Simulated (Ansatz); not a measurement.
# ScInS3 in Amm2, a phase reached by a soft mode: following an unstable mode, part 2 of 3

Aim: this structure of ScInS3 in Amm2, a phase reached by a soft mode is to be tested for unstable modes, and one is followed downhill.

Ansatz 0.2.0; DFT PBEsol, scalar-relativistic, plane waves, PAW; PAW set soft_1.

So far. Step 4 (The mode frozen in, largest atomic shift 0.45 Å): The run ends at a pressure of -1.60 GPa, with forces up to 0.25 eV/Å. Step 5 (Energy along the mode, all amplitudes (two of the runs …): The lowest of the steps tried is at 0.45 Å, 15.1 meV/atom below the parent; the bottom of the well need not coincide with a step.

The structure was built from a prototype and need not be the compound's stable phase.

### Step 6. Relaxing from the distorted cell

Starting from the lowest point found, all atoms and the cell are let go, so that strain and other modes of the same symmetry can join in.

input.yaml reads:

```yaml
crystal:
  lattice:
    - [3.8020296096, 0.0, 0.0]
    - [0.0, 3.6064232419, 5.703594951]
    - [0.0, -3.6064232419, 5.703594951]
  atoms:
    - { symbol: Sc, position: [0.0, 0.7974552217, 0.8289044793] }
    - { symbol: In, position: [0.5, 0.4642184999, 0.4602683917] }
    - { symbol: S, position: [0.5, 0.5625347226, 0.0621421745] }
    - { symbol: S, position: [0.5, 0.0647134471, 0.6599305753] }
    - { symbol: S, position: [0.0, 0.658097811, 0.533320443] }
kpoints:
  mp_grid: { grid: [6, 4, 4] }
hamiltonian:
  xc: pbesol
  pseudopotentials: { kind: paw, azcp: { folder: soft_1 }, xc_functional: pbe }
scf:
  occupations: { method: fixed }
output:
  forces: true
  stress: true
  eigenvalues: true
relax:
  adjacent_minimum: "off"
  f_tol: 0.002
  max_steps: 120
  cell: { stress_tol: 0.03 }
```

The run is started by

```
ansatz run input.yaml --threads 4 --pin off --max-ram 16384MiB --backend cpu --events-out ev --progress --plain --runs-dir out
```

Numbers of over 12 decimals in the logs are rounded to 6 here.

What it wrote:

```text
[...]
Crystal: 5 atoms, lattice volume = 156.412 Å³
Basis set: ecut = 420 eV, 3027 PW (Γ), exchange–correlation on 54×96×96 points (8 copies of the dense FFT grid, shifted against one another)
Bands: 26, of which v1, the nominal top of the filled ones, is band 21 counted from 1 (20 counted from 0)
Symmetry: 2 space group operations
[...]
k-points: 40 of 96 (time reversal used)
[...]
SCF iter   1: F=—  HF=-10297.892715 eV  |F-HF|=—  |Δ(HF+E_count)|=         —  Δρ=3.34e-2  dr2=4.32e0  ethr=3.10e-3  ⟨swp⟩=5.0  Hψ=4446  notcnv=0  defer=82
[...]
SCF iter  10: F=-10296.995711 eV  HF=-10296.995711 eV  |F-HF|=8.77e-8  |Δ(HF+E_count)|=   1.14e-6  Δρ=5.41e-6  dr2=7.61e-8  ethr=2.38e-10  ⟨swp⟩=14.3  Hψ=6250  notcnv=0
SCF 1 converged in 10 iterations: F = -10296.995711 eV  dr2 = 7.61e-8
[...]
relax step   1: F+E_penalty+E_count = -10296.99571082 eV  Δ(F+E_penalty+E_count) = +0.000e0 eV  max|allowed force component| = 2.520e-1 eV/Å  Δτ_max = 0.0000 Å  P = -1.599 GPa  Ω = 156.412 Å³  (10 SCF iters, dr2 threshold 1.00e-7 eV, accepted)
Crystal: 5 atoms, lattice volume = 149.618 Å³
Basis set: ecut = 420 eV, 2937 PW (Γ), exchange–correlation on 54×96×96 points (8 copies of the dense FFT grid, shifted against one another)
[...]
iter 1 solved again at ethr=1.23e-4 eV; its pass at ethr=3.10e-3 eV (dr2=5.16e-2 eV) is discarded
[...]
SCF iter   7: F=-10297.065234 eV  HF=-10297.065234 eV  |F-HF|=6.19e-7  |Δ(HF+E_count)|=   4.13e-6  Δρ=9.75e-6  dr2=3.30e-7  ethr=1.19e-9  ⟨swp⟩=13.5  Hψ=6687  notcnv=0
SCF 2 converged in 7 iterations: F = -10297.065234 eV  dr2 = 3.30e-7
relax step   2: F+E_penalty+E_count = -10297.06523430 eV  Δ(F+E_penalty+E_count) = -6.952e-2 eV  max|allowed force component| = 1.958e-1 eV/Å  Δτ_max = 0.0912 Å  P = +0.052 GPa  Ω = 149.618 Å³  energy of the carried Pulay correction = +4.653e-4 eV  (7 SCF iters, dr2 threshold 5.00e-7 eV, accepted)
Crystal: 5 atoms, lattice volume = 144.863 Å³
Basis set: ecut = 420 eV, 2845 PW (Γ), exchange–correlation on 54×96×96 points (8 copies of the dense FFT grid, shifted against one another)
[...]
SCF iter   7: F=-10297.147223 eV  HF=-10297.147223 eV  |F-HF|=7.08e-7  |Δ(HF+E_count)|=   7.03e-6  Δρ=1.07e-5  dr2=3.09e-7  ethr=1.19e-9  ⟨swp⟩=11.6  Hψ=6861  notcnv=0
SCF 3 converged in 7 iterations: F = -10297.147223 eV  dr2 = 3.09e-7
relax step   3: F+E_penalty+E_count = -10297.14722327 eV  Δ(F+E_penalty+E_count) = -8.199e-2 eV  max|allowed force component| = 2.142e-1 eV/Å  Δτ_max = 0.1951 Å  P = -0.104 GPa  Ω = 144.863 Å³  energy of the carried Pulay correction = +8.035e-4 eV  (7 SCF iters, dr2 threshold 5.00e-7 eV, accepted)
[... from here on, the SCF cycles and remarks between the steps are left out ...]
relax step   4: F+E_penalty+E_count = -10297.22055590 eV  Δ(F+E_penalty+E_count) = -7.333e-2 eV  max|allowed force component| = 1.316e-1 eV/Å  Δτ_max = 0.1913 Å  P = -0.834 GPa  Ω = 140.686 Å³  energy of the carried Pulay correction = +1.110e-3 eV  (7 SCF iters, dr2 threshold 5.00e-7 eV, accepted)
relax step   5: F+E_penalty+E_count = -10297.28324558 eV  Δ(F+E_penalty+E_count) = -6.269e-2 eV  max|allowed force component| = 1.802e-1 eV/Å  Δτ_max = 0.1952 Å  P = -0.933 GPa  Ω = 133.005 Å³  energy of the carried Pulay correction = +1.695e-3 eV  (7 SCF iters, dr2 threshold 5.00e-7 eV, accepted)
relax step   6: F+E_penalty+E_count = -10297.31999122 eV  Δ(F+E_penalty+E_count) = -3.675e-2 eV  max|allowed force component| = 1.207e-1 eV/Å  Δτ_max = 0.1929 Å  P = -0.739 GPa  Ω = 126.181 Å³  energy of the carried Pulay correction = +2.243e-3 eV  (7 SCF iters, dr2 threshold 5.00e-7 eV, accepted)
relax step   7: F+E_penalty+E_count = -10297.34045809 eV  Δ(F+E_penalty+E_count) = -2.047e-2 eV  max|allowed force component| = 1.396e-1 eV/Å  Δτ_max = 0.0576 Å  P = -0.161 GPa  Ω = 124.490 Å³  energy of the carried Pulay correction = +2.383e-3 eV  (7 SCF iters, dr2 threshold 5.00e-7 eV, accepted)
relax step   8: F+E_penalty+E_count = -10297.38297731 eV  Δ(F+E_penalty+E_count) = -4.252e-2 eV  max|allowed force component| = 2.492e-1 eV/Å  Δτ_max = 0.1027 Å  P = +0.244 GPa  Ω = 121.231 Å³  energy of the carried Pulay correction = +2.657e-3 eV  (7 SCF iters, dr2 threshold 5.00e-7 eV, accepted)
relax step   9: F+E_penalty+E_count = -10297.41556128 eV  Δ(F+E_penalty+E_count) = -3.258e-2 eV  max|allowed force component| = 3.567e-1 eV/Å  Δτ_max = 0.1940 Å  P = +0.013 GPa  Ω = 122.045 Å³  energy of the carried Pulay correction = +2.588e-3 eV  (7 SCF iters, dr2 threshold 5.00e-7 eV, accepted)
relax step  10: F+E_penalty+E_count = -10297.38136793 eV  Δ(F+E_penalty+E_count) = +3.419e-2 eV  max|allowed force component| = 4.590e-1 eV/Å  Δτ_max = 0.1951 Å  P = -1.405 GPa  Ω = 129.138 Å³  energy of the carried Pulay correction = +2.002e-3 eV  (8 SCF iters, dr2 threshold 5.00e-7 eV, rejected (line search))
relax step  11: F+E_penalty+E_count = -10297.45151964 eV  Δ(F+E_penalty+E_count) = -3.596e-2 eV  max|allowed force component| = 1.922e-1 eV/Å  Δτ_max = 0.0950 Å  P = -0.196 GPa  Ω = 122.336 Å³  energy of the carried Pulay correction = +2.563e-3 eV  (12 SCF iters, accepted)
relax step  12: F+E_penalty+E_count = -10297.46771374 eV  Δ(F+E_penalty+E_count) = -1.619e-2 eV  max|allowed force component| = 5.336e-2 eV/Å  Δτ_max = 0.1000 Å  P = +0.019 GPa  Ω = 122.674 Å³  energy of the carried Pulay correction = +2.535e-3 eV  (7 SCF iters, dr2 threshold 5.00e-7 eV, accepted)
relax step  13: F+E_penalty+E_count = -10297.47104250 eV  Δ(F+E_penalty+E_count) = -3.329e-3 eV  max|allowed force component| = 1.416e-2 eV/Å  Δτ_max = 0.0780 Å  P = -0.001 GPa  Ω = 122.761 Å³  energy of the carried Pulay correction = +2.527e-3 eV  (7 SCF iters, dr2 threshold 1.78e-7 eV, accepted)
relax step  14: F+E_penalty+E_count = -10297.47118003 eV  Δ(F+E_penalty+E_count) = -1.375e-4 eV  max|allowed force component| = 1.744e-3 eV/Å  Δτ_max = 0.0123 Å  P = +0.000 GPa  Ω = 122.743 Å³  energy of the carried Pulay correction = +2.529e-3 eV  (7 SCF iters, dr2 threshold 1.25e-8 eV, accepted)
relax step  15: F+E_penalty+E_count = -10297.47118207 eV  Δ(F+E_penalty+E_count) = -2.041e-6 eV  max|allowed force component| = 2.457e-3 eV/Å  Δτ_max = 0.0027 Å  P = +0.008 GPa  Ω = 122.743 Å³  energy of the carried Pulay correction = +2.529e-3 eV  (8 SCF iters, accepted)
relax step  16: F+E_penalty+E_count = -10297.47118276 eV  Δ(F+E_penalty+E_count) = -6.839e-7 eV  max|allowed force component| = 7.607e-5 eV/Å  Δτ_max = 0.0004 Å  P = -0.001 GPa  Ω = 122.752 Å³  energy of the carried Pulay correction = +2.528e-3 eV  (5 SCF iters, dr2 threshold 3.77e-10 eV, accepted)
Basis set: ecut = 420 eV, 2373 PW (Γ), exchange–correlation on 54×90×72 points (8 copies of the dense FFT grid, shifted against one another)
[...]
SCF iter   6: F=-10297.469803 eV  HF=-10297.469803 eV  |F-HF|=0.00e0  |Δ(HF+E_count)|=  8.37e-11  Δρ=7.59e-8  dr2=1.10e-11  ethr=1.00e-12  ⟨swp⟩=14.1  Hψ=7173  notcnv=0
SCF 17 converged in 6 iterations: F = -10297.469803 eV  dr2 = 1.10e-11
relax step  17: F+E_penalty+E_count = -10297.46980341 eV  Δ(F+E_penalty+E_count) = +1.379e-3 eV  max|allowed force component| = 1.434e-4 eV/Å  Δτ_max = 0.0000 Å  P = -0.004 GPa  Ω = 122.752 Å³  stress off target by 9.95e-3 GPa  SCF on the basis re-selected at this cell (its energy is not comparable with the rows above)  (6 SCF iters)
basis re-selected at this cell: Δ(F+E_penalty+E_count) = +1.379e-3 eV, ΔP = -0.004 GPa vs the last step (what re-selecting the basis moved, of the pressure what is left beyond the Pulay correction that the steps carried, after the strain that the cell walked since its last selection, with what the two solves' SCF thresholds leave and, on support functions, any second-order correction that the steps lacked; it is no measure of the basis error at this ecutwfc). The dense FFT grid was sized anew with the basis: this SCF ran on 27×45×36 points, the steps before it on 27×48×48, so part of this shift can come from that change (see relax.cell in the input reference). [rest of the remark cut]
SCF converged after 6 iterations
Free energy (F): -10297.469803 eV
[...]
Internal energy: -10297.469803 eV  (E = F + TS)
E sigma→0 (E₀):  -10297.469803 eV
Fermi energy:    5.073495 eV
[...]
--- Forces (eV/Å), atoms counted from 1 ---
  atom   1  Sc     0.00000000     0.00000983     0.00000548
  atom   2  In     0.00000000    -0.00014352    -0.00007182
  atom   3  S      0.00000000    -0.00007606    -0.00008687
  atom   4  S      0.00000000     0.00008597     0.00008504
  atom   5  S      0.00000000     0.00012315     0.00006782
  max |Σ_I F_I| component: 6.41e-7 eV/Å
--- Stress (GPa, compression-positive) ---
       -0.001092       0.000000       0.000000
        0.000000      -0.005203       0.004013
        0.000000       0.004013      -0.006564
  P = ⅓ Tr σ = -0.0043 GPa (-0.043 kbar)
--- Band table (eV; the first three rows and the last of 40) ---
  k-point 0: bands = [... 17 lower, 3.5645, 4.9358, 4.9427, 5.0735, 6.6351, 7.7618, 7.9660, 8.4246, ... 1 higher]
  k-point 1: bands = [... 17 lower, 3.7505, 4.2368, 4.8374, 4.8397, 7.1060, 7.8930, 8.1102, 8.7138, ... 1 higher]
  k-point 2: bands = [... 17 lower, 3.6073, 4.5062, 4.6125, 5.0128, 7.3241, 7.9789, 8.4201, 9.4458, ... 1 higher]
  k-point 39: bands = [... 17 lower, 3.5381, 3.6164, 4.2579, 4.9726, 7.7632, 7.8873, 8.3919, 9.4217, ... 1 higher]
--- Relaxed structure (16 steps of the walk, 15 accepted, 1 SCFs on fresh bases) ---
  F+E_penalty+E_count = -10297.46980341 eV   max|allowed force component| = 1.434e-4 eV/Å   (the final SCF, on the basis selected at the relaxed cell)
  cell:  # Å, volume = 122.7522 Å³
    - [3.844764, -3.3384039196062255e-17, 4.59482731923528e-17]
    - [3.7262562017973774e-17, 3.901519, 5.332823]
    - [1.0059556424456406e-16, -2.659803, 4.547677]
  atoms:
    - { symbol: Sc, position: [-4.647219638869012e-18, 0.792038, 0.867616] }
    - { symbol: In, position: [0.5, 0.459242, 0.533970] }
    - { symbol: S, position: [0.5, 0.511666, 0.00777551] }
    - { symbol: S, position: [0.5, 0.058934, 0.734143] }
    - { symbol: S, position: [2.0988413890937922e-17, 0.725139, 0.401061] }
```

Elapsed: 80 s, on 4 threads of Arm Neoverse V2, shared host; peak memory 0.53 GiB.

Step by step:

| step | energy less that of the first step (eV) | largest force component (eV/Å) | pressure (GPa) | volume (Å³) |
| --- | --- | --- | --- | --- |
| 1 | 0.0000 | 0.2520 | -1.60 | 156.41 |
| 2 | -0.0695 | 0.1958 | 0.05 | 149.62 |
| 3 | -0.1515 | 0.2142 | -0.10 | 144.86 |
| 4 | -0.2248 | 0.1316 | -0.83 | 140.69 |
| 5 | -0.2875 | 0.1802 | -0.93 | 133.00 |
| 6 | -0.3243 | 0.1207 | -0.74 | 126.18 |
| 7 | -0.3447 | 0.1396 | -0.16 | 124.49 |
| 8 | -0.3873 | 0.2492 | 0.24 | 121.23 |
| 9 | -0.4199 | 0.3567 | 0.01 | 122.04 |
| 10 | -0.3857 | 0.4590 | -1.40 | 129.14 |
| 11 | -0.4558 | 0.1922 | -0.20 | 122.34 |
| 12 | -0.4720 | 0.0534 | 0.02 | 122.67 |
| 13 | -0.4753 | 0.0142 | 0.00 | 122.76 |
| 14 | -0.4755 | 0.0017 | 0.00 | 122.74 |
| 15 | -0.4755 | 0.0025 | 0.01 | 122.74 |
| 16 | -0.4755 | 0.0001 | 0.00 | 122.75 |
| 17* | -0.4741 | 0.0001 | 0.00 | 122.75 |

Relaxation steps marked * repeat the geometry before them on a plane-wave basis chosen anew for their cell, so energy and pressure can jump there. Relaxation step 10 was tried and not accepted.

The run keeps the 2 symmetry operations that it works with, so distortions that break them were not tested.

| cell as run | before | after | change |
| --- | --- | --- | --- |
| a (Å) | 3.802 | 3.845 | +1.1 % |
| b (Å) | 6.748 | 6.608 | -2.1 % |
| c (Å) | 6.748 | 5.268 | -21.9 % |
| α (°) | 64.61 | 66.51 | +2.9 % |
| volume (Å³/atom) | 31.28 | 24.55 | -21.5 % |

The atoms that moved most (Å, as changes of fractional coordinates times the final cell):

| atom | dx | dy | dz | length |
| --- | --- | --- | --- | --- |
| S5 | 0.000 | 0.613 | -0.244 | 0.660 |
| S3 | 0.000 | -0.054 | -0.519 | 0.521 |
| S4 | 0.000 | -0.220 | 0.307 | 0.377 |
| In2 | 0.000 | -0.215 | 0.309 | 0.376 |
| Sc1 | 0.000 | -0.124 | 0.147 | 0.193 |

Numbers from this step:

| Property | Result |
| --- | --- |
| pressure | -0.004287 GPa |
| gap on the k-mesh | 1.562 eV |
| volume per atom | 24.55 Å³ |

The distorted start has space group Pm; the relaxation ends in Amm2.

### Step 7. The new phase in its own primitive cell

The relaxed structure is symmetrised, reduced to its primitive cell and relaxed tightly, as its phonons need.

input.yaml, the sections that differ from step 6:

```yaml
crystal:
  lattice:
    - [3.8447641145, 0.0, 0.0]
    - [0.0, 2.6341943133, 6.0601271016]
    - [0.0, -2.6341943133, 6.0601271016]
  atoms:
    - { symbol: Sc, position: [0.0, 0.3403451995, 0.3403451995] }
    - { symbol: In, position: [0.5, 0.0067433255, 0.0067433255] }
    - { symbol: S, position: [0.5, 0.4805314127, 0.4805314127] }
    - { symbol: S, position: [0.5, 0.2068972573, 0.2068972573] }
    - { symbol: S, position: [0.0, 0.8737949241, 0.8737949241] }
kpoints:
  mp_grid: { grid: [6, 6, 6] }
relax:
  adjacent_minimum: "off"
  f_tol: 0.001
  max_steps: 60
  cell: { stress_tol: 0.01 }
# hamiltonian, scf, output: as in step 6
```

What it wrote:

```text
[...]
Crystal: 5 atoms, lattice volume = 122.752 Å³
Basis set: ecut = 420 eV, 2373 PW (Γ), exchange–correlation on 54×90×90 points (8 copies of the dense FFT grid, shifted against one another)
Bands: 26, of which v1, the nominal top of the filled ones, is band 21 counted from 1 (20 counted from 0)
Symmetry: 4 space group operations
[...]
k-points: 52 of 216 (time reversal used)
[...]
cell:  # Å, volume = 122.7679 Å³
    - [3.844315, 0.0, 0.0]
    - [0.0, 2.635177, 6.059350]
    - [0.0, -2.635177, 6.059350]
  atoms:
    - { symbol: Sc, position: [0.0, 0.340372, 0.340372] }
    - { symbol: In, position: [0.5, 0.00673767, 0.00673767] }
    - { symbol: S, position: [0.5, 0.480489, 0.480489] }
    - { symbol: S, position: [0.5, 0.206891, 0.206891] }
    - { symbol: S, position: [0.0, 0.873823, 0.873823] }
[key lines of the parts left out:]
SCF converged after 6 iterations
Free energy (F): -10297.469058 eV
Fermi energy:    5.072165 eV
P = ⅓ Tr σ = 0.0004 GPa (0.004 kbar)
```

It took 23 s on 4 threads; peak memory 0.49 GiB.

Little changed from the start: no atom moved by 0.005 Å and no cell edge by 0.1 %.

This step gave:

| Property | Result |
| --- | --- |
| pressure | 3.54e-4 GPa |
| gap on the k-mesh | 1.564 eV |
| direct gap on mesh | 1.564 eV |

The largest force component left is 0.87 meV/Å and the pressure is 0.000 GPa, within the tolerances set. The cell now holds 24.55 Å³/atom.

(Continued in part 3 of 3.)

[Logs are printed without paths, hosts, clocks, repeated set-up lines and the standing remarks that a program may print on its own settings, such as how far it seeks lower states.]

[Hosts, paths, dates, database ids (printed as entryN), source tags and the programs' standing remarks are cut or masked in the printed files.]
